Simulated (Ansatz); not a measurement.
# LiBe6Si (built on the sites of a database entry of LiCa6Ge): phonons and vibrational spectra, part 2 of 2

How does LiBe6Si (built on the sites of a database entry of LiCa6Ge) vibrate, and is this structure a minimum?

Ansatz 0.2.0; DFT LDA, scalar-relativistic, plane waves, PAW.

So far. Step 4 (Tight relaxation): The forces vanish by symmetry and the pressure is 0.000 GPa, within the tolerances set. The cell now holds 8.99 Å³/atom. Step 5 (Zone-centre response): Before it was imposed, the acoustic sum rule was missed by 7.6e-6 eV/Å². Small misses are needed for a sound result but don't prove that mesh and cutoff are converged. The lowest optical mode is real, 242 cm⁻¹. The relaxed cell has a = 6.602 Å (conventional setting).

The structure was built from a prototype and need not be the compound's stable phase.

### 6. Phonons on a q mesh

Stability and thermal properties need the whole zone. Linear response on a 4×4×4 q mesh gives force constants as far as a supercell of that size would.

Input file input.yaml:

```yaml
crystal:
  lattice:
    - [0.0, 3.3011547307, 3.3011547307]
    - [3.3011547307, 0.0, 3.3011547307]
    - [3.3011547307, 3.3011547307, 0.0]
  atoms:
    - { symbol: Li, position: [0.5, 0.5, 0.5] }
    - { symbol: Be, position: [0.5, 0.0, 0.0] }
    - { symbol: Be, position: [0.5, 0.5, 0.0] }
    - { symbol: Be, position: [0.0, 0.5, 0.5] }
    - { symbol: Be, position: [0.0, 0.0, 0.5] }
    - { symbol: Be, position: [0.0, 0.5, 0.0] }
    - { symbol: Be, position: [0.5, 0.0, 0.5] }
    - { symbol: Si, position: [0.0, 0.0, 0.0] }
kpoints:
  mp_grid: { grid: [12, 12, 12] }
hamiltonian:
  xc: lda
scf:
  occupations: { method: methfessel_paxton, width: 0.2 }
output:
  eigenvalues: true
phonons:
  method: dfpt
  qmesh: [4, 4, 4]
  temperatures: { t_max: 1000, t_step: 50 }
  qpath:
    path:
      - [[0.0, 0.0, 0.0], [0.5, 0.0, 0.5], [0.625, 0.25, 0.625]]
      - [[0.375, 0.375, 0.75], [0.0, 0.0, 0.0], [0.5, 0.5, 0.5], [0.5, 0.25, 0.75], [0.5, 0.0, 0.5]]
    npoints: 10
```

Launch:

```
$ ansatz run input.yaml --threads 4 --pin off --max-ram 14336MiB --backend cpu --events-out ev --progress --plain --runs-dir out
```

Numbers of over 12 decimals in the logs are rounded to 6 here.

Output:

```text
[...]
Crystal: 8 atoms, lattice volume = 71.949 Å³
Basis set: ecut = 420 eV, 1411 PW (Γ), exchange–correlation on 64×64×64 points (8 copies of the dense FFT grid, shifted against one another)
Bands: 18, of which v1, the nominal top of the filled ones, is band 10 counted from 1 (9 counted from 0)
Symmetry: 48 space group operations
k-points: 72 of 1728
[...]
SCF iter   1: F=—  HF=-1337.517707 eV  |F-HF|=—  |Δ(HF+E_count)|=         —  Δρ=5.10e-3  dr2=2.38e-2  ethr=1.77e-3  ⟨swp⟩=5.6  Hψ=7351  notcnv=0
[...]
SCF iter   8: F=-1337.504176 eV  HF=-1337.504176 eV  |F-HF|=0.00e0  |Δ(HF+E_count)|=  1.91e-11  S|Δr|=    0.00e0  Δρ=1.91e-8  dr2=3.93e-13  ethr=1.00e-12  ⟨swp⟩=9.1  Hψ=6442  notcnv=0
SCF 1 converged in 8 iterations: F = -1337.504176 eV  dr2 = 3.93e-13
[...]
phonons: the bands overlap, so this run is a metal and interpolates without the dipole-dipole term. If the crystal is really an insulator or semiconductor, its LO-TO splitting is missing
NSCF: frozen V_eff on 72 k-points
[...]
DFPT response loops at q = (0, 0, 0) (fractional): preconditioner auto → Kerker (q_TF=auto, 2.185 Å⁻¹) (partly filled bands, converged f_vac=0.000); β = 1.00, the filter's whole step (`scf.mixing.beta` (0.50) is not read by the response loops under this deck's `scf.mixing.preconditioner`; to damp them name `kerker` or `kerker_dos`, under which they read `scf.mixing.beta`, and type it under 1.00, their step now; both keys bind the ground state too); Broyden in place of MSR1
[...]
SCF converged after 8 iterations
[...]
Free energy (F): -1337.504176 eV
[...]
Internal energy: -1337.502343 eV  (E = F + TS)
E sigma→0 (E₀):  -1337.503718 eV
Entropy (-TS):   -0.001832 eV (-0.229 meV/atom)
Fermi energy:    8.111435 eV
[...]
--- Band table (eV; the first three rows and the last of 72) ---
  k-point 0: bands = [... 6 lower, 5.8383, 6.1301, 6.1301, 6.1301, 7.4369, 7.4369, 7.4369, 10.6415, ... 4 higher]
  k-point 1: bands = [... 6 lower, 5.7586, 6.0149, 6.0149, 6.3656, 7.5206, 7.5206, 7.8512, 10.8235, ... 4 higher]
  k-point 2: bands = [... 6 lower, 5.5308, 5.7382, 5.7382, 7.0094, 7.7533, 7.7533, 8.8478, 11.2813, ... 4 higher]
  k-point 71: bands = [... 6 lower, 5.1935, 5.1935, 5.8273, 8.8843, 10.0535, 10.0535, 10.1281, 12.5865, ... 4 higher]
--- Phonons (Γ-DFPT): 4 representative perturbations + reference (Σ response iterations 12) ---
  ASR residual: 7.368e-6 → 0.000e0 eV/Å²; symmetrization residual: 2.840e-7 eV/Å²
[...]
--- Phonons (arbitrary-q DFPT): 8 irreducible q on the 4×4×4 mesh ---
  q = [0.0000, 0.0000, 0.0000] (star 1, of the zone-centre solve; hermiticity 6.65e-8, symmetrization 3.70e-14): -0.00 0.00 0.00 242.11 242.11 242.11 331.36 331.36 390.11 390.11 390.11 404.60 404.60 404.60 454.71 475.08 475.08 475.08 510.48 510.48 510.48 632.07 632.07 632.07
  q = [0.0000, 0.0000, 0.2500] (star 8, 6 solved perturbations in 7200 linear systems a pass and spin channel, the states on 1728 of 1728 k-point pairs; hermiticity 3.06e-8, symmetrization 2.72e-9): 90.88 90.88 191.68 238.95 238.95 260.54 303.31 303.31 363.74 363.74 378.92 378.92 393.05 406.07 418.76 458.70 459.46 459.46 490.60 496.68 496.68 593.82 623.41 623.41
[...]
sum rule: each row above includes the acoustic sum rule's correction from the zone centre's row sums; it moved no ω² by more than (0.54 cm⁻¹)²
  mesh force constants: q→R imaginary residual 1.15e-18; ASR residual 7.368e-6 → 0.000e0 eV/Å²; symmetrization residual 6.217e-15 eV/Å²
  interpolated dispersion: 62 rows × 24 modes
  density of states and harmonic sums: on the 16×16×16 q-mesh, interpolated from the force constants of a 4×4×4 supercell (no non-analytic term)
  largest difference from the sums on the solved wave vectors: F 1.15e-2 eV, S 1.55e-5 and C_V 3.98e-6 eV/K
  zero-point energy: 0.554402 eV/cell   skipped modes (ω ≤ 0): 3   left out of the sums: 3.05e-5 of the cell's modes: C_V's classical limit lies that fraction below 3 k_B per atom; for a crystal, a wire or a layer, F and S can be off by more, and a phonons.interpolated_qmesh denser along its periods is the remedy for the sampling
```

It took 26 min on 4 threads of Arm Neoverse V1, shared host; peak memory 4.7 GiB.

Numbers from this step:

```yaml
sum_rule_residual_before_enforcement: 7.37e-6 eV/Å²
lowest_frequency_on_the_path: 0 cm⁻¹
highest_frequency_on_the_path_or_at_a_solved_wavevector: 632.1 cm⁻¹
mean_frequency: 372.6 cm⁻¹
debye_temperature_second_moment: 733 K
logarithmic_mean_frequency: 345.9 cm⁻¹
lowest_mode_on_the_q_mesh_acoustic_modes_at_gamma_apart: 90.88 cm⁻¹
zero_point_energy_per_atom: 69.3 meV
heat_capacity_at_300_k: 19.00 J/(mol atoms K)
vibrational_entropy_at_300_k: 15.64 J/(mol atoms K)
```

Frequencies (cm⁻¹) solved at each irreducible wavevector; negative means imaginary. Frequencies by wavevector, by row:

| q in reciprocal lattice units | star | mode 1 | mode 2 | mode 3 | mode 4 | mode 22 | mode 23 | mode 24 |
| --- | --- | --- | --- | --- | --- | --- | --- | --- |
| 0 0 0 | 1 | 0 | 0 | 0 | 242.1 | 632.1 | 632.1 | 632.1 |
| 0 0 0.25 | 8 | 90.9 | 90.9 | 191.7 | 238.9 | 593.8 | 623.4 | 623.4 |
| 0 0 -0.5 | 4 | 158.3 | 158.3 | 161.9 | 161.9 | 525.7 | 617.9 | 617.9 |
| 0 0.25 0.25 | 6 | 114.1 | 114.1 | 201.4 | 223.2 | 592.9 | 614.9 | 614.9 |
| 0 0.25 -0.5 | 24 | 143.1 | 161.2 | 210.5 | 234.7 | 552 | 594 | 607.9 |
| 0 0.25 -0.25 | 12 | 120.2 | 163.3 | 224.2 | 236 | 568.8 | 595 | 613.6 |
| 0 -0.5 -0.5 | 3 | 167 | 179 | 179 | 250.6 | 524.1 | 598.4 | 598.4 |
| 0.25 -0.5 -0.25 | 6 | 162.7 | 162.7 | 180.6 | 187.8 | 571.7 | 571.7 | 595.8 |

Interpolated from a 4×4×4 q mesh. The phonon branches at the labelled points (cm⁻¹):

```
    point  branch 1  branch 2  branch 3  branch 4  branch 21  branch 22  branch 23  branch 24
        Γ         0         0         0       242        510        632        632        632
  halfway       114       114       201       223        496        593        615        615
        X       167       179       179       251        477        524        598        598
  halfway       138       190       202       222        479        534        593        600
        U       122       188       215       221        486        555        578        604
jump to K       122       188       215       221        486        555        578        604
  halfway        97       141       204       225        493        587        610        620
        Γ         0         0         0       242        510        632        632        632
  halfway        91        91       192       239        497        594        623        623
        L       158       158       162       162        497        526        618        618
  halfway       145       148       207       243        492        546        596        609
        W       163       163       181       188        493        572        572        596
  halfway       132       184       210       220        483        542        592        597
        X       167       179       179       251        477        524        598        598
```

The phonon density of states has structure finer than the step of the table below, so its rows give means over 25 cm⁻¹, whole bins alone (the curve runs from 2.5 to 632 cm⁻¹). Peaks (cm⁻¹: height): 277.5: 0.0690, 347.5: 0.0684, 372.5: 0.109, 392.5: 0.133, 422.5: 0.107, 492.5: 0.155, 612.5: 0.0694.

Tetrahedra on a 16×16×16 mesh, mean over bins of 5 cm-1. Interpolated from a 4×4×4 q mesh. The phonon density of states by wavenumber; means over each step:

```csv
wavenumber (cm⁻¹),phonon density of states (1/cm⁻¹/cell)
25,5.9e-4
50,0.00187
75,0.00352
100,0.00620
125,0.0199
150,0.0364
175,0.0169
200,0.0303
225,0.0450
250,0.0529
275,0.0610
300,0.0409
325,0.0355
350,0.0518
375,0.0881
400,0.0945
425,0.0953
450,0.0583
475,0.0469
500,0.0540
525,0.00227
550,0.0215
575,0.0182
600,0.0507
```

The partial phonon density of states has structure finer than the step of the table below, so its rows give means over 20 cm⁻¹, whole bins alone (the curve runs from -10 to 661 cm⁻¹). Peaks (cm⁻¹: height): Be 281.2: 0.0469, 390.9: 0.110, 424.7: 0.095, 488.0: 0.0920, 610.4: 0.0201; Li 555.5: 0.0209, 610.4: 0.0457; Si 158.8: 0.0181, 260.1: 0.0222, 492.2: 0.0133.

Phonopy on the run's constants, 15x15x15 mesh, Gaussian sigma 4.8 cm-1. Interpolated from a 4×4×4 q mesh. Table of partial phonon density of states by wavenumber; means over each step; values in 1/cm⁻¹/cell:

```
wavenumber (cm⁻¹)       Be       Li       Si
                0   3.0e-5   2.9e-6   1.4e-5
               20   2.8e-4   3.5e-5   1.4e-4
               40   8.7e-4   1.1e-4   4.5e-4
               60  0.00161   1.9e-4   8.3e-4
               80  0.00210   2.4e-4  0.00113
              100  0.00398   4.2e-4  0.00232
              120  0.00898   7.2e-4  0.00582
              140   0.0175  0.00102   0.0115
              160   0.0176   5.5e-4   0.0146
              180  0.00936   5.0e-4  0.00662
              200   0.0209  0.00131  0.00792
              220   0.0259  0.00264   0.0159
              240   0.0272  0.00315   0.0178
              260   0.0335  0.00284   0.0212
              280   0.0427  0.00268   0.0133
              300   0.0349  0.00289  0.00221
              320   0.0349  0.00292  0.00131
              340   0.0403  0.00382   8.9e-4
              360   0.0546  0.00242  0.00101
              380   0.0954  0.00224  0.00209
              400   0.0885  0.00217  0.00151
              420   0.0874  0.00349  0.00300
              440   0.0708  0.00226  0.00314
              460   0.0400  0.00105  0.00201
              480   0.0564   8.5e-4  0.00616
              500   0.0421   8.7e-4  0.00679
              520  0.00105  0.00102   2.1e-4
              540  0.00197  0.00997   1.2e-5
              560  0.00522   0.0178   3.0e-5
              580  0.00552   0.0146   3.0e-5
              600   0.0150   0.0354   3.5e-5
              620   0.0127   0.0282   8.9e-6
              640   7.5e-4  0.00157        0
```

Harmonic thermodynamic functions per atom, from the density of states. Interpolated from a 4×4×4 q mesh. Thermodynamic functions, by row:

| T (K) | F_vib (meV/atom) | S (J/mol-atom/K) | C_V (J/mol-atom/K) |
| --- | --- | --- | --- |
| 0 | 69.3 | 0 | 0 |
| 50 | 69.26 | 0.326 | 0.989 |
| 100 | 68.68 | 2.178 | 5.251 |
| 200 | 63.13 | 8.831 | 14.31 |
| 300 | 50.38 | 15.64 | 19 |
| 400 | 31.07 | 21.45 | 21.27 |
| 500 | 6.23 | 26.34 | 22.49 |
| 600 | -23.29 | 30.51 | 23.19 |
| 700 | -56.82 | 34.12 | 23.64 |
| 800 | -93.86 | 37.3 | 23.93 |
| 900 | -134 | 40.13 | 24.14 |
| 1000 | -176.9 | 42.68 | 24.29 |

Harmonic mean-square displacement, third of the trace. Interpolated from a 4×4×4 q mesh. Mean square displacements, by row:

| T (K) | Li1 U_eq (Å²) | Be2 U_eq (Å²) | Be3 U_eq (Å²) | Be4 U_eq (Å²) | Be5 U_eq (Å²) | Be6 U_eq (Å²) | Be7 U_eq (Å²) | Si8 U_eq (Å²) |
| --- | --- | --- | --- | --- | --- | --- | --- | --- |
| 0 | 0.00547 | 0.00582 | 0.00582 | 0.00582 | 0.00582 | 0.00582 | 0.00582 | 0.00285 |
| 100 | 0.00604 | 0.00657 | 0.00657 | 0.00657 | 0.00657 | 0.00657 | 0.00657 | 0.00365 |
| 300 | 0.00933 | 0.01143 | 0.01143 | 0.01143 | 0.01143 | 0.01143 | 0.01143 | 0.00785 |
| 600 | 0.01608 | 0.02076 | 0.02076 | 0.02076 | 0.02076 | 0.02076 | 0.02076 | 0.015 |

Symmetry leaves 8 wavevectors to solve. The lowest mode among them, the acoustic zeros apart, lies at q = (0, 0, 0.25) and is real, 90.9 cm⁻¹.

### 7. Finite displacements in a supercell

Finite displacements in a 2×2×2 supercell give force constants from forces alone. They are exact at the wavevectors that the supercell holds, where they check the linear-response result.

input.yaml: that of step 6 with these lines changed.

```diff
@@ -23,4 +23,4 @@
 phonons:
-  method: dfpt
-  qmesh: [4, 4, 4]
+  method: fd
+  supercell: [2, 2, 2]
   temperatures: { t_max: 1000, t_step: 50 }
```

Output:

```text
[...]
Crystal: 64 atoms, lattice volume = 575.596 Å³
Basis set: ecut = 420 eV, 11191 PW (Γ)
Bands: 104, of which v1, the nominal top of the filled ones, is band 76 counted from 1 (75 counted from 0)
Symmetry: 384 space group operations
k-points: 16 of 216
[...]
SCF iter   1: F=—  HF=-10700.033345 eV  |F-HF|=—  |Δ(HF+E_count)|=         —  Δρ=3.39e-8  dr2=7.42e-12  ethr=1.00e-12  ⟨swp⟩=3.0  Hψ=4221  notcnv=0
[...]
SCF iter   2: F=-10700.033345 eV  HF=-10700.033345 eV  |F-HF|=3.64e-12  |Δ(HF+E_count)|=    0.00e0  S|Δr|=    0.00e0  Δρ=2.11e-8  dr2=3.10e-12  ethr=1.00e-12  ⟨swp⟩=2.0  Hψ=2961  notcnv=0
SCF 1 converged in 2 iterations: F = -10700.033345 eV  dr2 = 3.10e-12
[...]
Symmetry: 8 space group operations
k-points: 30 of 216 (time reversal used)
[...]
SCF iter   6: F=-10700.033320 eV  HF=-10700.033320 eV  |F-HF|=5.46e-12  |Δ(HF+E_count)|=  1.46e-11  S|Δr|=    0.00e0  Δρ=1.21e-8  dr2=9.63e-13  ethr=1.00e-12  ⟨swp⟩=6.1  Hψ=11829  notcnv=0
SCF 2 converged in 6 iterations: F = -10700.033320 eV  dr2 = 9.63e-13
[...]
SCF iter   6: F=-10700.033322 eV  HF=-10700.033322 eV  |F-HF|=1.82e-12  |Δ(HF+E_count)|=  2.18e-11  S|Δr|=    0.00e0  Δρ=1.43e-8  dr2=1.27e-12  ethr=1.00e-12  ⟨swp⟩=6.5  Hψ=12897  notcnv=0
SCF 3 converged in 6 iterations: F = -10700.033322 eV  dr2 = 1.27e-12
[...]
Symmetry: 1 space group operations
k-points: 112 of 216 (time reversal used)
[...]
SCF iter   6: F=-10700.033329 eV  HF=-10700.033329 eV  |F-HF|=1.82e-12  |Δ(HF+E_count)|=  1.09e-11  S|Δr|=    0.00e0  Δρ=1.03e-8  dr2=1.22e-12  ethr=1.00e-12  ⟨swp⟩=6.1  Hψ=44473  notcnv=0
SCF 4 converged in 6 iterations: F = -10700.033329 eV  dr2 = 1.22e-12
[...]
SCF converged after 2 iterations
[...]
Free energy (F): -10700.033345 eV
[...]
Internal energy: -10700.018687 eV  (E = F + TS)
E sigma→0 (E₀):  -10700.029680 eV
Entropy (-TS):   -0.014658 eV (-0.229 meV/atom)
Fermi energy:    8.111435 eV
[...]
--- Band table (eV; the first three rows and the last of 16) ---
  k-point 0: bands = [... 72 lower, 8.5202, 8.5202, 8.5202, 8.5202, 9.2583, 9.2583, 9.2583, 9.2583, ... 24 higher]
  k-point 1: bands = [... 72 lower, 7.9371, 8.1210, 8.1210, 8.1210, 8.7363, 8.7363, 8.7363, 9.0082, ... 24 higher]
  k-point 2: bands = [... 72 lower, 7.2438, 7.7533, 7.7533, 8.2139, 8.2139, 8.2139, 8.5824, 8.5870, ... 24 higher]
  k-point 15: bands = [... 72 lower, 7.8188, 7.8188, 7.9717, 7.9717, 8.0859, 8.0859, 8.0889, 8.0889, ... 24 higher]
--- Phonons: 3 displaced members + reference (amplitude 0.0025 Å, Σ member SCF iterations 18) ---
  symmetry images taken by strict's conditions (phonons.symmetry_images: auto; settled by no image being taken that strict refuses); asymmetry of the core-correction force 2.3e-15 eV/Å at the most on a site, 9.0e-14 eV/Å summed over every site of the supercell
  ASR residual: 3.099e-4 → 0.000e0 eV/Å²; symmetrization residual: 7.333e-5 eV/Å²
  largest component of a force at the reference: 1.9e-28 eV/Å
[...]
```

Wall time 4.2 min (4 threads); peak memory 4.9 GiB; 17 min of CPU time.

Numbers from this step:

* atoms in the supercell: 64
* sum-rule residual before enforcement: 3.10e-4 eV/Å²

Interpolated from a 2×2×2 supercell. The phonon branches at the labelled points (cm⁻¹):

```csv
point,branch 1,branch 2,branch 3,branch 4,branch 21,branch 22,branch 23,branch 24
Γ,0,0,0,242,510,632,632,632
halfway,148,148,186,241,493,591,616,616
X,167,179,179,251,477,524,598,598
halfway,147,189,198,237,476,533,592,600
U,121,199,209,220,476,552,576,604
jump to K,121,199,209,220,476,552,576,604
halfway,46,154,217,224,500,587,611,622
Γ,0,0,0,242,510,632,632,632
halfway,83,83,206,234,501,593,624,624
L,158,158,162,162,497,526,618,618
halfway,134,140,216,220,484,545,595,610
W,169,169,182,257,472,569,569,594
halfway,149,180,215,221,474,540,590,596
X,167,179,179,251,477,524,598,598
```

The phonon density of states has structure finer than the step of the table below, so its rows give means over 20 cm⁻¹, whole bins alone (the curve runs from 2.5 to 632 cm⁻¹). Peaks (cm⁻¹: height): 227.5: 0.0624, 287.5: 0.0889, 322.5: 0.0631, 382.5: 0.166, 422.5: 0.137, 477.5: 0.0956, 612.5: 0.0663.

Tetrahedra on a 16×16×16 mesh, mean over bins of 5 cm-1. Interpolated from a 2×2×2 supercell. The phonon density of states by wavenumber; means over each step:

wavenumber (cm⁻¹), phonon density of states (1/cm⁻¹/cell) and a bar:
```
       20      0.000 
       40      0.002 
       60      0.004 #
       80      0.006 ##
      100      0.010 ###
      120      0.014 ####
      140      0.020 #####
      160      0.029 ########
      180      0.023 ######
      200      0.030 ########
      220      0.045 ############
      240      0.041 ###########
      260      0.052 ##############
      280      0.059 ################
      300      0.054 ###############
      320      0.044 ############
      340      0.040 ###########
      360      0.038 ##########
      380      0.111 ##############################
      400      0.095 ##########################
      420      0.098 ##########################
      440      0.077 #####################
      460      0.048 #############
      480      0.074 ####################
      500      0.036 ##########
      520      0.001 
      540      0.013 ###
      560      0.023 ######
      580      0.020 #####
      600      0.048 #############
      620      0.044 ############
```

At Γ the two methods differ by at most 0.0 cm⁻¹.

### 8. Results

```json
{
 "space group after relaxation (within 0.01 Å)": "Fm-3m",
 "volume per atom": "8.99 Å³",
 "electronic character": "no gap on this mesh",
 "highest optical mode at the zone centre (no LO-TO term)": "632 cm⁻¹",
 "lowest optical zone-centre mode": "242 cm⁻¹",
 "lowest mode on the q mesh (acoustic modes at Γ apart)": "90.9 cm⁻¹",
 "highest frequency on the path or at a solved wavevector": "632 cm⁻¹",
 "zero-point energy per atom": "69.3 meV",
 "heat capacity at 300 K": "19.0 J/(mol atoms K)",
 "vibrational entropy at 300 K": "15.6 J/(mol atoms K)",
 "Debye temperature (second moment)": "733 K",
 "imaginary modes on the 4×4×4 q mesh": "none"
}
```

The structure is a minimum as far as tested: no mode is imaginary at the 8 irreducible wavevectors of the 4×4×4 mesh, and the softest away from the acoustic zeros lies at 91 cm⁻¹. The optical modes at Γ span 242 to 632 cm⁻¹. The highest mode in this list at Γ, 632.1 cm⁻¹, has its largest share on Li (66 % of the kinetic energy). Finite displacements and linear response differ by 0.0 cm⁻¹ in the highest zone-centre mode. With no gap, or one that is small against the smearing, the frequencies hang on the k mesh and the smearing, most of all near Kohn anomalies. The phonon runs are without spin polarisation, although the cell has an odd electron count. The starting cell was built on a prototype and not taken from a measurement, so the phase need not exist. These are harmonic frequencies at zero temperature: anharmonic shifts, linewidths and thermal expansion are left out.

[Logs are printed without paths, hosts, clocks, repeated set-up lines and the standing remarks that a program may print on its own settings, such as how far it seeks lower states.]

[Hosts, paths, dates, database ids (printed as entryN), source tags and the programs' standing remarks are cut or masked in the printed files.]
